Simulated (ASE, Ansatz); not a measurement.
# Random fcc alloy of Ir and Pd (108 atoms): geometry optimisation

How does random fcc alloy of Ir and Pd (108 atoms) relax, and what do bonds and levels look like afterwards?

Program: Ansatz 0.2.0. Level of theory: Kohn-Sham DFT, PBE, PAW (set soft_2), plane waves. Results are calculated unless marked as measured.

**1. The starting structure**

The cell holds 108 atoms: 94 Pd and 14 Ir. Cell: a = 11.650 Å, b = 11.650 Å, c = 11.650 Å, α = 90.0°, β = 90.0°, γ = 90.0°. It derives from Ir (fcc) and Pd, repeated 3×3×3. Fcc Ir, 3 x 3 x 3 conventional cells, 94 of 108 Ir sites given to Pd at random (x = 0.870), lattice by Vegard's rule (a = 3.883 Å); not relaxed, displaced by a Gaussian of 0.02 Å.

What the set-up can't give: The host structure and its lattice constant were typed by rule, without a check against the phase diagram. No spin–orbit coupling is included, so levels derived from the heavy atoms are approximate.

**2. Single point at the start**

The forces at the start show how far the geometry lies from a minimum of this functional.

The input, input.yaml:

```yaml
crystal:
  lattice:
    - [11.6502, 0.0, 0.0]
    - [0.0, 11.6502, 0.0]
    - [0.0, 0.0, 11.6502]
  atoms:
    - { symbol: Pd, position: [0.9967, 0.99858, 0.99678] }
    - { symbol: Pd, position: [0.99762, 0.16719, 0.16537] }
    - { symbol: Pd, position: [0.16479, 0.00037, 0.16679] }
    - { symbol: Pd, position: [0.167, 0.16433, 0.99962] }
    [... 98 atom lines left out ...]
    - { symbol: Pd, position: [0.83397, 0.66648, 0.49974] }
    - { symbol: Pd, position: [0.83067, 0.83272, 0.33484] }
    - { symbol: Pd, position: [0.6648, 0.666, 0.66541] }
    - { symbol: Pd, position: [0.66524, 0.83423, 0.832] }
    - { symbol: Pd, position: [0.83385, 0.66838, 0.83339] }
    - { symbol: Pd, position: [0.83237, 0.83548, 0.66784] }
kpoints:
  mp_grid: { grid: [2, 2, 2] }
hamiltonian:
  xc: pbe
scf:
  occupations: { method: fermi_dirac, width: 0.1 }
output:
  forces: true
  stress: true
  populations: true
  dos:
    method: { smearing: { sigma: 0.1 } }
    de: 0.1
    projected: { site_lists: { Ir: [Ir], Pd: [Pd] } }
  eigenvalues: true
```

Started as:

```bash
> ansatz run input.yaml --threads 32 --pin off --max-ram 143360MiB --backend cuda --events-out ev --progress --plain --runs-dir out
```

Run time: 6.3 s. Hardware: 1 × NVIDIA GB200 with 32 threads of Arm Neoverse V2, shared host; peak memory 5.7 GiB.

That memory is the host's; the program planned up to 61.3 GiB on the GPU. Forces of this run were stored rounded, and per-atom blocks of the log weren't kept.

The run gave:

| Item | Value |
| --- | --- |
| free energy | -822538.9690 eV |
| free energy per atom | -7616.1016 eV/atom |
| SCF cycles | 8 |
| pressure | 7.41 GPa |
| r.m.s. force component | 0.3103 eV/Å |
| longest force | 0.9695 eV/Å |
| Fermi energy | 20.69 eV |
| levels partly filled by over 2 per cent | 529 |
| spilling of the projection | 0.02894 |

The r.m.s. force component of 0.31 eV/Å and the pressure of 7.4 GPa set the starting point.

Length of the force by element:

| element | coordination | atoms | mean length of the force (eV/Å) | spread | least | most |
| --- | --- | --- | --- | --- | --- | --- |
| Ir | all | 14 | 0.588 | 0.230 | 0.198 | 0.966 |
| Pd | all | 94 | 0.486 | 0.190 | 0.102 | 0.970 |

**3. Cell and atoms relaxed**

The cell is relaxed with the atoms, since the starting lattice needn't suit this functional.

input.yaml, the sections that differ from step 2:

```yaml
output:
  forces: true
relax:
  f_tol: 0.05
  max_steps: 106
  cell: {}
# crystal, kpoints, hamiltonian, scf: as in step 2
```

It took 16 s on 1 × NVIDIA GB200 with 32 threads; peak memory 2.1 GiB.

That memory is the host's; the program planned up to 58.8 GiB on the GPU.

The program notes that the band table was not solved further than the SCF left it.

Step by step:

| step | energy less that of the first step (eV) | largest force component (eV/Å) | pressure (GPa) | volume (Å³) |
| --- | --- | --- | --- | --- |
| 1 | 0.0000 | 0.9079 | 7.41 | 1581.25 |
| 2 | -1.3756 | 0.2167 | -5.60 | 1695.93 |
| 3 | -2.4548 | 0.0413 | 0.30 | 1637.38 |
| 4 | -2.4554 | 0.0343 | 0.00 | 1640.10 |
| 5 | -2.4593 | 0.0044 | 0.00 | 1640.03 |
| 6 | -2.4814 | 0.0044 | -0.02 | 1640.03 |

| cell as run | before | after | change |
| --- | --- | --- | --- |
| a (Å) | 11.650 | 11.793 | +1.2 % |
| b (Å) | 11.650 | 11.794 | +1.2 % |
| c (Å) | 11.650 | 11.792 | +1.2 % |
| α (°) | 90.00 | 89.95 | -0.1 % |
| γ (°) | 90.00 | 89.98 | -0.0 % |
| volume (Å³/atom) | 14.64 | 15.19 | +3.7 % |

The atoms that moved most (Å, as changes of fractional coordinates times the final cell):

| atom | dx | dy | dz | length |
| --- | --- | --- | --- | --- |
| Ir12 | 0.003 | -0.036 | 0.080 | 0.088 |
| Pd39 | -0.072 | -0.019 | -0.043 | 0.086 |
| Pd106 | 0.018 | -0.050 | 0.066 | 0.085 |
| Ir71 | -0.014 | 0.037 | 0.072 | 0.082 |
| Pd37 | -0.017 | -0.068 | 0.036 | 0.079 |
| Ir100 | 0.066 | -0.031 | 0.027 | 0.078 |
| Pd32 | -0.005 | -0.031 | -0.070 | 0.077 |
| Pd47 | 0.063 | 0.024 | 0.035 | 0.076 |

The relaxation changed the energy by -23.0 meV/atom, and atoms moved by 0.049 Å r.m.s., 0.088 Å at most.

**4. Structure statistics after relaxation**

Bonds before and after, by the cutoffs listed below:

| pair | bonds before | bonds after | mean before (Å) | mean after (Å) | spread before (Å) | spread after (Å) |
| --- | --- | --- | --- | --- | --- | --- |
| Pd-Pd | 492 | 492 | 2.746 | 2.785 | 0.029 | 0.022 |
| Pd-Ir | 144 | 144 | 2.748 | 2.770 | 0.029 | 0.030 |
| Ir-Ir | 12 | 12 | 2.727 | 2.689 | 0.031 | 0.041 |

Density 12.9 g/cm³, 15.19 Å³ an atom.

Pair distribution functions g(r), in bins of 0.2 Å:

| r (Å) | total | Pd-Pd | Pd-Ir | Ir-Ir |
| --- | --- | --- | --- | --- |
| 2.60 | 0.16 | 0.00 | 0.14 | 7.45 |
| 2.80 | 9.26 | 9.37 | 9.21 | 3.56 |
| 3.00 | 0.00 | 0.00 | 0.00 | 0.00 |
| 3.20 | 0.00 | 0.00 | 0.00 | 0.00 |
| 3.40 | 0.00 | 0.00 | 0.00 | 0.00 |
| 3.60 | 0.00 | 0.00 | 0.00 | 0.00 |
| 3.80 | 0.48 | 0.43 | 0.67 | 0.00 |
| 4.00 | 1.87 | 1.89 | 1.83 | 1.28 |
| 4.20 | 0.00 | 0.00 | 0.00 | 0.00 |
| 4.40 | 0.00 | 0.00 | 0.00 | 0.00 |
| 4.60 | 0.01 | 0.00 | 0.05 | 0.00 |
| 4.80 | 6.23 | 6.25 | 6.25 | 5.42 |
| 5.00 | 0.01 | 0.00 | 0.04 | 0.27 |
| 5.20 | 0.00 | 0.00 | 0.00 | 0.00 |
| 5.40 | 0.12 | 0.04 | 0.38 | 0.00 |
| 5.60 | 2.23 | 2.28 | 2.07 | 1.74 |
| 5.80 | 0.00 | 0.00 | 0.00 | 0.00 |
| 6.00 | 0.00 | 0.00 | 0.00 | 0.00 |
| 6.20 | 3.74 | 3.77 | 3.57 | 4.49 |
| 6.40 | 0.02 | 0.00 | 0.07 | 0.00 |
| 6.60 | 0.00 | 0.00 | 0.00 | 0.00 |
| 6.80 | 1.04 | 1.04 | 1.05 | 1.01 |
| 7.00 | 0.00 | 0.00 | 0.00 | 0.00 |
| 7.20 | 0.30 | 0.17 | 0.66 | 1.64 |
| 7.40 | 5.06 | 5.19 | 4.73 | 3.54 |
| 7.60 | 0.00 | 0.00 | 0.00 | 0.00 |
| 7.80 | 0.50 | 0.50 | 0.51 | 0.32 |

Bonds by pair of elements; cutoffs follow the first minimum of g(r), held within bounds set by covalent radii, and pairs that aren't listed don't count as bonded:

| pair A-B | cutoff (Å) | bonds | mean length (Å) | spread (Å) | shortest (Å) | B about A | A about B |
| --- | --- | --- | --- | --- | --- | --- | --- |
| Pd-Pd | 3.23 | 492 | 2.79 | 0.022 | 2.72 | 10.5 | 10.5 |
| Pd-Ir | 3.23 | 144 | 2.77 | 0.03 | 2.69 | 1.53 | 10.3 |
| Ir-Ir | 3.18 | 12 | 2.69 | 0.041 | 2.65 | 1.71 | 1.71 |

How many atoms have how many bonded neighbours:

| element | mean | 12 |
| --- | --- | --- |
| Ir | 12 | 14 |
| Pd | 12 | 94 |

By these cutoffs all Ir atoms have 12 and all Pd atoms have 12 bonded neighbours.

**5. Single point at the relaxed geometry**

One more single point at the end of the walk gives the fuller output and checks the residual forces.

The input, input.yaml:

```yaml
crystal:
  lattice:
    - [11.79275, 0.00247, 5.0e-05]
    - [0.00247, 11.79353, 0.00529]
    - [5.0e-05, 0.00529, 11.79212]
  atoms:
    - { symbol: Pd, position: [0.00036, 0.99972, 0.99944] }
    - { symbol: Pd, position: [0.99738, 0.16902, 0.16667] }
    - { symbol: Pd, position: [0.16445, 0.99777, 0.16734] }
    - { symbol: Pd, position: [0.16665, 0.16411, 0.99938] }
    [... 98 atom lines left out ...]
    - { symbol: Pd, position: [0.83129, 0.66595, 0.4999] }
    - { symbol: Pd, position: [0.83347, 0.83303, 0.33197] }
    - { symbol: Pd, position: [0.66478, 0.66632, 0.66821] }
    - { symbol: Pd, position: [0.66674, 0.83, 0.83763] }
    - { symbol: Pd, position: [0.83585, 0.66753, 0.83674] }
    - { symbol: Pd, position: [0.83287, 0.83314, 0.66686] }
kpoints:
  mp_grid: { grid: [2, 2, 2] }
hamiltonian:
  xc: pbe
scf:
  occupations: { method: fermi_dirac, width: 0.1 }
output:
  forces: true
  stress: true
  populations: true
  dos:
    method: { smearing: { sigma: 0.08 } }
    de: 0.1
    projected: { site_lists: { Ir: [Ir], Pd: [Pd] } }
  eigenvalues: true
  write_density: true
  write_potential: true
  volumetric_format: npy
```

Run time: 6.3 s. Hardware: 1 × NVIDIA GB200 with 32 threads; peak memory 5.9 GiB.

That memory is the host's; the program planned up to 62.8 GiB on the GPU.

Numbers from this run:

| Property | Result |
| --- | --- |
| free energy | -822541.4504 eV |
| free energy per atom | -7616.1245 eV/atom |
| SCF cycles | 8 |
| pressure | -0.02505 GPa |
| r.m.s. force component | 0.0015 eV/Å |
| longest force | 0.00573 eV/Å |
| Fermi energy | 19.7 eV |
| levels partly filled by over 2 per cent | 543 |
| spilling of the projection | 0.02887 |

States in the cell by windows of 1 eV, zero at the Fermi level; some projections on atomic orbitals stand beside the total:

| from (eV) | to (eV) | total | Pd d | Ir d |
| --- | --- | --- | --- | --- |
| -10 | -8 | 0.0 | 0.0 | 0.0 |
| -8 | -7 | 4.7 | 0.2 | 0.1 |
| -7 | -6 | 11.5 | 1.7 | 0.5 |
| -6 | -5 | 71.8 | 39.6 | 17.2 |
| -5 | -4 | 191.6 | 159.2 | 21.2 |
| -4 | -3 | 184.2 | 160.7 | 16.2 |
| -3 | -2 | 228.9 | 199.0 | 19.1 |
| -2 | -1 | 187.8 | 161.7 | 15.5 |
| -1 | 0 | 197.2 | 163.9 | 23.1 |
| 0 | 1 | 76.7 | 39.2 | 20.3 |
| 1 | 2 | 18.5 | 3.2 | 1.7 |
| 2 | 3 | 35.0 | 4.1 | 1.8 |
| 3 | 4 | 27.4 | 1.7 | 0.8 |
| 4 | 5 | 18.1 | 0.8 | 0.4 |

The curve was stored every 0.10 eV, coarse against its broadening of 0.08 eV, so these counts are rough.

The stored curve holds about 1078 of the 1930 electrons; the rest, give or take the few that broadening carries across the Fermi level, lie in deeper levels below its range.

Not all projections were asked for or kept, so they needn't add up to the total.

The levels nearest the highest filled one (over half full), pooled over k-points and spins:

| level less the highest filled one (eV) | occupation |
| --- | --- |
| -0.0088 | 1.05 |
| -0.004 | 1.03 |
| -0.0028 | 1.02 |
| -0.0025 | 1.02 |
| -0.0021 | 1.02 |
| 0 | 1.01 |
| 0.0049 | 0.982 |
| 0.0059 | 0.977 |
| 0.0059 | 0.977 |
| 0.0067 | 0.973 |
| 0.0076 | 0.968 |
| 0.0107 | 0.953 |

Within 0.4 eV of the Fermi level the largest share is Pd d (79 % of the projected weight).

**6. Results**

- energy change in the relaxation: -22.98 meV/atom
- r.m.s. displacement: 0.049 Å
- largest displacement: 0.088 Å
- free energy per atom: -7616.1245 eV/atom
- density: 12.85 g/cm³
- pressure: -0.02505 GPa
- r.m.s. force component: 0.0015 eV/Å
- wall time of the 3 DFT runs: 29 s

**Reading.** Relaxation lowers the energy by 23.0 meV/atom and moves atoms by 0.049 Å r.m.s.; the r.m.s. force component goes from 0.31 to 0.0015 eV/Å, the pressure goes from 7.4 to -0.025 GPa. Displacements are taken in the final cell, so they leave out its strain. By the final cutoffs no bond was broken or made. The cell grew by 3.7 % in volume. First to last step the energy falls by 2.481 eV; the largest move, 0.09 Å, is that of Ir12. The Pd-Pd bonds go from 2.746 Å (spread 0.029) to 2.785 Å (spread 0.022). With the cutoffs above, all Ir atoms have 12 and all Pd atoms have 12 bonded neighbours. 543 levels are partly filled, by over 2 % (on the run's k-points), as in a metal.

[Logs are printed without paths, hosts, clocks, repeated set-up lines and the standing remarks that a program may print on its own settings, such as how far it seeks lower states.]

[Hosts, paths, dates, database ids (printed as entryN), source tags and the programs' standing remarks are cut or masked in the printed files.]
